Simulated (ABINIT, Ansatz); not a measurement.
# LaBS3 (Pm-3m): zone-centre phonons, part 2 of 5

Wanted: the vibrations of LaBS3 (Pm-3m) at Γ, by two programs.

ABINIT 10.8.3; DFT PBE, scalar-relativistic, plane waves, SPMS norm-conserving pseudopotentials.

So far. Step 2 (Relaxation): Little changed from the start: no atom moved by 0.005 Å and no cell edge by 0.1 %. Step 3 (Ground state): The cell stands at -0.025 GPa, close enough for phonons. The relaxed cell has a = 4.427 Å (conventional setting).

The structure was built from a prototype and need not be the compound's stable phase.

### Step 4. Linear response at Γ

At q = 0 one unit cell holds all displacements. The response is solved for single atoms along the cell's directions, and symmetry skips those that follow from others. The crystal is treated as a metal, which screens a static field, so no field response is asked.

dfpt_gamma.abi reads:

```

# common to the responses
getwfk_filepath "gso_WFK"
kptopt 2
nqpt 1
qpt 0.0 0.0 0.0
asr 0
chneut 0

# displacements
rfphon 1
rfatpol 1 5
rfdir 1 1 1
tolvrs 1.0d-10
prtwf 0

# basis, mesh and filling
ecut 30.0
ngkpt 6 6 6
nshiftk 1
shiftk 0.0 0.0 0.0
istwfk *1
occopt 6
tsmear 0.01
nband 24
nstep 100
diemac 1000000.0
prtebands 0
prtgsr 0
useylm 1

# cell and atoms
acell 8.365894962 8.365894962 8.365894962
rprim 
    1.0 0.0 0.0
    0.0 1.0 0.0
    0.0 0.0 1.0
ntypat 3
znucl 57 5 16
natom 5
typat 1 2 3 3 3
xred 
    0.0 0.0 0.0
    0.5 0.5 0.5
    0.5 0.5 0.0
    0.5 0.0 0.5
    0.0 0.5 0.5
pp_dirpath "./pseudo"
pseudos "La.psp8, B.psp8, S.psp8"
```

The run is started by

```console
> OMP_NUM_THREADS=1 mpirun -n 4 abinit dfpt_gamma.abi > dfpt_gamma.log
```

Numbers of over 12 decimals in the logs are rounded to 6 here.

dfpt_gamma.abo, the main output file:

```text
[banners, grids, parts of the stress and lines that vanish by symmetry left out]
- input  file    -> dfpt_gamma.abi
- output file    -> dfpt_gamma.abo
- root for input  files -> dfpt_gammai
- root for output files -> dfpt_gammao

 Symmetries : space group Pm -3 m (#221); Bravais cP (primitive cubic)
================================================================================
 Values of the parameters that define the memory need of the present run (RF).
     intxc =       0      iscf =       7    lmnmax =      32     lnmax =       8
     mgfft =      45  mpssoang =       4    mqgrid =    3001     natom =       5
  nloc_mem =       1    nspden =       1   nspinor =       1    nsppol =       1
      nsym =      48    n1xccc =    2501    ntypat =       3    occopt =       6
   xclevel =       2
-    mband =          24        mffmem =           1         mkmem =          28
-   mkqmem =          28        mk1mem =          28           mpw =        4636
      nfft =       91125          nkpt =         112
- my_mband =          24
================================================================================
================================================================================

--------------------------------------------------------------------------------
------------- Echo of variables that govern the present computation ------------
--------------------------------------------------------------------------------
-
- outvars: echo of selected default values
-   iomode0 =  0 , fftalg0 =312 , wfoptalg0 =  0
-
- outvars: echo of global parameters not present in the input file
-  max_nthreads =    1
-
 -outvars: echo values of preprocessed input variables
 [... echo left out ...]
================================================================================

 chkinp: Checking input parameters for consistency.

[...]
== DATASET  1 ==================================================================
-   mpi_nproc: 4, omp_nthreads: 1 (-1 if OMP is not activated)

--- !DatasetInfo
iteration_state: {dtset: 1, }
dimensions: {natom: 5, nkpt: 112, mband: 24, nsppol: 1, nspinor: 1, nspden: 1, mpw: 4636, }
cutoff_energies: {ecut:  30.0, pawecutdg:  -1.0, }
electrons: {nelect:   3.20000000E+01, charge:   0.00000000E+00, occopt:   6.00000000E+00, tsmear:   1.00000000E-02, }
meta: {optdriver: 1, rfphon: 1, }
...

 mkfilename: getwfk from: gso_WFK

 Exchange-correlation functional for the present dataset will be:
  GGA: Perdew-Burke-Ernzerhof functional - ixc=11
 Citation for XC functional:
  J.P.Perdew, K.Burke, M.Ernzerhof, PRL 77, 3865 (1996)

 Real(R)+Recip(G) space primitive vectors, cartesian coordinates (Bohr,Bohr^-1):
 R(1)=  8.3658950  0.0000000  0.0000000  G(1)=  0.1195329  0.0000000  0.0000000
 R(2)=  0.0000000  8.3658950  0.0000000  G(2)=  0.0000000  0.1195329  0.0000000
 R(3)=  0.0000000  0.0000000  8.3658950  G(3)=  0.0000000  0.0000000  0.1195329
 Unit cell volume ucvol=  5.8551392E+02 bohr^3
 Angles (23,13,12)=  9.00000000E+01  9.00000000E+01  9.00000000E+01 degrees
 setup1 : take into account q-point for computing boxcut.

 getcut: wavevector=  0.0000  0.0000  0.0000  ngfft=  45  45  45
         ecut(hartree)=     30.000   => boxcut(ratio)=   2.13312

--- Pseudopotential description ------------------------------------------------
- pspini: atom type   1  psp file is ./pseudo/La.psp8

- pspini: atom type   2  psp file is ./pseudo/B.psp8

- pspini: atom type   3  psp file is ./pseudo/S.psp8

   2.83113065E+03                                ecore*ucvol(ha*bohr**3)
--------------------------------------------------------------------------------

 ==>  initialize data related to q vector <==

 The list of irreducible perturbations for this q vector is:
    1)    idir= 1    ipert=   1
    2)    idir= 1    ipert=   2
    3)    idir= 1    ipert=   3
    4)    idir= 3    ipert=   3

[...]
The perturbation idir=   2  ipert=   1 is
 symmetric of a previously calculated perturbation.
 So, its SCF calculation is not needed.

 The perturbation idir=   3  ipert=   1 is
 symmetric of a previously calculated perturbation.
 So, its SCF calculation is not needed.

 The perturbation idir=   2  ipert=   2 is
 symmetric of a previously calculated perturbation.
 So, its SCF calculation is not needed.

 The perturbation idir=   3  ipert=   2 is
 symmetric of a previously calculated perturbation.
 So, its SCF calculation is not needed.

[...]
The perturbation idir=   2  ipert=   5 is
 symmetric of a previously calculated perturbation.
 So, its SCF calculation is not needed.

 The perturbation idir=   3  ipert=   5 is
 symmetric of a previously calculated perturbation.
 So, its SCF calculation is not needed.

--------------------------------------------------------------------------------
 Perturbation wavevector (in red.coord.)   0.000000  0.000000  0.000000
 Perturbation : displacement of atom   1   along direction   1
 Found     8 symmetries that leave the perturbation invariant.

[...]
dfpt_looppert : total number of electrons, from k and k+q
  fully or partially occupied states are    3.200000E+01 and    3.200000E+01.
 Initialisation of the first-order wave-functions :
  ireadwf=   0

--- !BeginCycle
iteration_state: {dtset: 1, }
solver: {iscf: 7, nstep: 100, nline: 4, wfoptalg: 0, }
tolerances: {tolvrs: 1.00E-10, }
...

     iter   2DEtotal(Ha)        deltaE(Ha) residm    vres2
-ETOT  1   3.965917     -9.445E+02 1.496E+01 8.078E+03
 ETOT  2   1.484049     -2.482E+00 1.545E+00 1.922E+02
 ETOT  3   1.385604     -9.844E-02 4.300E-01 6.043E+01
 ETOT  4   1.365454     -2.015E-02 2.933E-01 1.229E+00
 ETOT  5   1.363035     -2.418E-03 1.333E-01 2.810E-01
[...]
At SCF step   26       vres2   =  2.02E-11 < tolvrs=  1.00E-10 =>converged.
[...]
Mean square residual over all n,k,spin=   38.022E-06; max=  28.554E-04

 Thirteen components of 2nd-order total energy (hartree) are
 1,2,3: 0th-order hamiltonian combined with 1st-order wavefunctions
     kin0=   9.16594006E+02 eigvalue=   1.02602179E+02  local=  -3.76906354E+02
 4,5,6: 1st-order hamiltonian combined with 1st and 0th-order wfs
 loc psp =  -8.52993176E+02  Hartree=   3.43626414E+02     xc=  -7.63534487E+01
 note that "loc psp" includes a xc core correction that could be resolved
 7,8,9: eventually, occupation + non-local contributions
    edocc=   2.32151769E+01     enl0=   1.43162981E+01   enl1=  -1.04119537E+03
 1-9 gives the relaxation energy (to be shifted if some occ is /=2.0)
   erelax=  -9.47094272E+02
 10,11,12 Non-relaxation  contributions : frozen-wavefunctions and Ewald
 fr.local=   2.90360220E+02 fr.nonlo=   5.29647696E+02  Ewald=   1.15661330E+02
 13,14 Frozen wf xc core corrections (1) and (2)
 frxc 1  =  -1.05349361E+02  frxc 2 =   1.18136168E+02
 Resulting in :
 2DEtotal=    0.1361779541E+01 Ha. Also 2DEtotal=    0.370559090643E+02 eV
    (2DErelax=   -9.4709427234E+02 Ha. 2DEnonrelax=    9.4845605188E+02 Ha)
    (  non-var. 2DEtotal :    1.3617797418E+00 Ha)

[...]
Perturbation wavevector (in red.coord.)   0.000000  0.000000  0.000000
 Perturbation : displacement of atom   2   along direction   1
 Found     8 symmetries that leave the perturbation invariant.

[...]
dfpt_looppert : total number of electrons, from k and k+q
  fully or partially occupied states are    3.200000E+01 and    3.200000E+01.
 Initialisation of the first-order wave-functions :
  ireadwf=   0

--- !BeginCycle
iteration_state: {dtset: 1, }
solver: {iscf: 7, nstep: 100, nline: 4, wfoptalg: 0, }
tolerances: {tolvrs: 1.00E-10, }
...

     iter   2DEtotal(Ha)        deltaE(Ha) residm    vres2
-ETOT  1  -5.298715     -3.476E+02 2.685E+00 3.832E+03
[...]
At SCF step   25       vres2   =  2.67E-11 < tolvrs=  1.00E-10 =>converged.
[...]
Mean square residual over all n,k,spin=   41.687E-06; max=  60.933E-04

 Thirteen components of 2nd-order total energy (hartree) are
 1,2,3: 0th-order hamiltonian combined with 1st-order wavefunctions
     kin0=   3.29943870E+02 eigvalue=  -8.72446960E+00  local=  -1.85573925E+02
 4,5,6: 1st-order hamiltonian combined with 1st and 0th-order wfs
 loc psp =  -9.44047984E+01  Hartree=   3.66274724E+01     xc=  -1.18927801E+01
 note that "loc psp" includes a xc core correction that could be resolved
 7,8,9: eventually, occupation + non-local contributions
    edocc=   6.09241108E+00     enl0=   1.82907589E+02   enl1=  -6.04355536E+02
 1-9 gives the relaxation energy (to be shifted if some occ is /=2.0)
   erelax=  -3.49380168E+02
 10,11,12 Non-relaxation  contributions : frozen-wavefunctions and Ewald
 fr.local=  -8.97458822E+00 fr.nonlo=   3.09654176E+02  Ewald=   4.35607606E+01
 13,14 Frozen wf xc core corrections (1) and (2)
 frxc 1  =  -7.23946416E+00  frxc 2 =   5.26838540E+00
 Resulting in :
 2DEtotal=   -0.7110897891E+01 Ha. Also 2DEtotal=   -0.193497389059E+03 eV
    (2DErelax=   -3.4938016780E+02 Ha. 2DEnonrelax=    3.4226926991E+02 Ha)
    (  non-var. 2DEtotal :   -7.1108973745E+00 Ha)

[...]
Perturbation wavevector (in red.coord.)   0.000000  0.000000  0.000000
 Perturbation : displacement of atom   3   along direction   1
 Found     4 symmetries that leave the perturbation invariant.

[...]
dfpt_looppert : total number of electrons, from k and k+q
  fully or partially occupied states are    3.200000E+01 and    3.200000E+01.
 Initialisation of the first-order wave-functions :
  ireadwf=   0

--- !BeginCycle
iteration_state: {dtset: 1, }
solver: {iscf: 7, nstep: 100, nline: 4, wfoptalg: 0, }
tolerances: {tolvrs: 1.00E-10, }
...

     iter   2DEtotal(Ha)        deltaE(Ha) residm    vres2
-ETOT  1   2.728982     -4.641E+02 1.472E+00 3.444E+03
[...]
At SCF step   32       vres2   =  3.04E-12 < tolvrs=  1.00E-10 =>converged.
[...]
Mean square residual over all n,k,spin=   24.053E-06; max=  46.133E-04

 Thirteen components of 2nd-order total energy (hartree) are
 1,2,3: 0th-order hamiltonian combined with 1st-order wavefunctions
     kin0=   4.95516532E+02 eigvalue=  -2.73211062E+01  local=  -3.55686512E+02
 4,5,6: 1st-order hamiltonian combined with 1st and 0th-order wfs
 loc psp =  -3.05393875E+02  Hartree=   1.42294240E+02     xc=  -4.26395137E+01
 note that "loc psp" includes a xc core correction that could be resolved
 7,8,9: eventually, occupation + non-local contributions
    edocc=   9.01377972E+00     enl0=   2.44429519E+02   enl1=  -6.25820002E+02
 1-9 gives the relaxation energy (to be shifted if some occ is /=2.0)
   erelax=  -4.65606938E+02
 10,11,12 Non-relaxation  contributions : frozen-wavefunctions and Ewald
 fr.local=   1.00628009E+02 fr.nonlo=   3.19175970E+02  Ewald=   6.12879886E+01
 13,14 Frozen wf xc core corrections (1) and (2)
 frxc 1  =  -6.06484867E+01  frxc 2 =   4.64317414E+01
 Resulting in :
 2DEtotal=    0.1268284005E+01 Ha. Also 2DEtotal=    0.345117659377E+02 eV
    (2DErelax=   -4.6560693841E+02 Ha. 2DEnonrelax=    4.6687522242E+02 Ha)
    (  non-var. 2DEtotal :    1.2682837989E+00 Ha)

[...]
Perturbation wavevector (in red.coord.)   0.000000  0.000000  0.000000
 Perturbation : displacement of atom   3   along direction   3
 Found     8 symmetries that leave the perturbation invariant.

--------------------------------------------------------------------------------

--------------------------------------------------------------------------------

 dfpt_looppert : total number of electrons, from k and k+q
  fully or partially occupied states are    3.200000E+01 and    3.200000E+01.
 Initialisation of the first-order wave-functions :
  ireadwf=   0

--- !BeginCycle
iteration_state: {dtset: 1, }
solver: {iscf: 7, nstep: 100, nline: 4, wfoptalg: 0, }
tolerances: {tolvrs: 1.00E-10, }
...

     iter   2DEtotal(Ha)        deltaE(Ha) residm    vres2
-ETOT  1  0.415882     -4.391E+02 4.875E+00 7.955E+03
[...]
ETOT 28  -2.984381     -1.347E-11 4.380E-03 7.147E-09
 ETOT 29  -2.984381     -3.354E-12 3.307E-03 1.615E-11

 At SCF step   29       vres2   =  1.62E-11 < tolvrs=  1.00E-10 =>converged.
[...]
Mean square residual over all n,k,spin=   31.857E-06; max=  33.065E-04

 Thirteen components of 2nd-order total energy (hartree) are
 1,2,3: 0th-order hamiltonian combined with 1st-order wavefunctions
     kin0=   4.55190827E+02 eigvalue=  -1.89484140E+01  local=  -3.10656874E+02
 4,5,6: 1st-order hamiltonian combined with 1st and 0th-order wfs
 loc psp =  -3.44415281E+02  Hartree=   1.45235903E+02     xc=  -4.02083474E+01
 note that "loc psp" includes a xc core correction that could be resolved
 7,8,9: eventually, occupation + non-local contributions
    edocc=   1.76439984E+01     enl0=   1.94288322E+02   enl1=  -5.40675547E+02
 1-9 gives the relaxation energy (to be shifted if some occ is /=2.0)
   erelax=  -4.42545413E+02
 10,11,12 Non-relaxation  contributions : frozen-wavefunctions and Ewald
 fr.local=   7.96900507E+01 fr.nonlo=   2.60156579E+02  Ewald=   1.11750873E+02
 13,14 Frozen wf xc core corrections (1) and (2)
 frxc 1  =  -6.14668891E+01  frxc 2 =   4.94304175E+01
 Resulting in :
 2DEtotal=   -0.2984381254E+01 Ha. Also 2DEtotal=   -0.812091510035E+02 eV
    (2DErelax=   -4.4254541284E+02 Ha. 2DEnonrelax=    4.3956103158E+02 Ha)
    (  non-var. 2DEtotal :   -2.9843822004E+00 Ha)

[...]
---- first-order wavefunction calculations are completed ----

 ==> Compute Derivative Database <==

 [... matrices left out ...]
  Phonon wavevector (reduced coordinates) :  0.00000  0.00000  0.00000
 Phonon energies in Hartree :
  -2.530708E-03 -2.530708E-03 -2.530708E-03 -3.064658E-05 -3.064658E-05
  -3.064658E-05  4.106502E-04  4.106502E-04  4.106502E-04  4.766728E-04
   4.766728E-04  4.766728E-04  9.063211E-04  9.063211E-04  9.063211E-04
 Phonon frequencies in cm-1    :
- -5.554262E+02 -5.554262E+02 -5.554262E+02 -6.726146E+00 -6.726146E+00
- -6.726146E+00  9.012730E+01  9.012730E+01  9.012730E+01  1.046176E+02
-  1.046176E+02  1.046176E+02  1.989145E+02  1.989145E+02  1.989145E+02

== END DATASET(S) ==============================================================
================================================================================

 -outvars: echo values of variables after computation
            acell      8.3658949620E+00  8.3658949620E+00  8.3658949620E+00 Bohr
           etotal     -2.9843812538E+00
            fcart      0.0000000000E+00  0.0000000000E+00  0.0000000000E+00
           strten      0.0000000000E+00  0.0000000000E+00  0.0000000000E+00
================================================================================
```

The job ended after 8.4 min (4 MPI ranks of Intel Xeon Platinum 8488C (Sapphire Rapids), shared host; 33 min of CPU time).

Numbers from this step:

- largest acoustic frequency at the zone centre before the sum rule: -6.73 cm⁻¹
- highest optical zone-centre mode (no LO-TO term): 198.9 cm⁻¹
- lowest optical zone-centre mode: -555.4 cm⁻¹

The acoustic modes at Γ come out as far as 6.7 cm⁻¹ from zero, where they should vanish, a small numerical error. The lowest optical mode is imaginary, 555i cm⁻¹, an instability at this level and on this k mesh.

[end of part 2 of 5]

[Host names and launcher messages were left out of these logs when they were recorded.]

[Logs are printed without paths, hosts, clocks, repeated set-up lines and the standing remarks that a program may print on its own settings, such as how far it seeks lower states.]

[Hosts, paths, dates, database ids (printed as entryN), source tags and the programs' standing remarks are cut or masked in the printed files.]
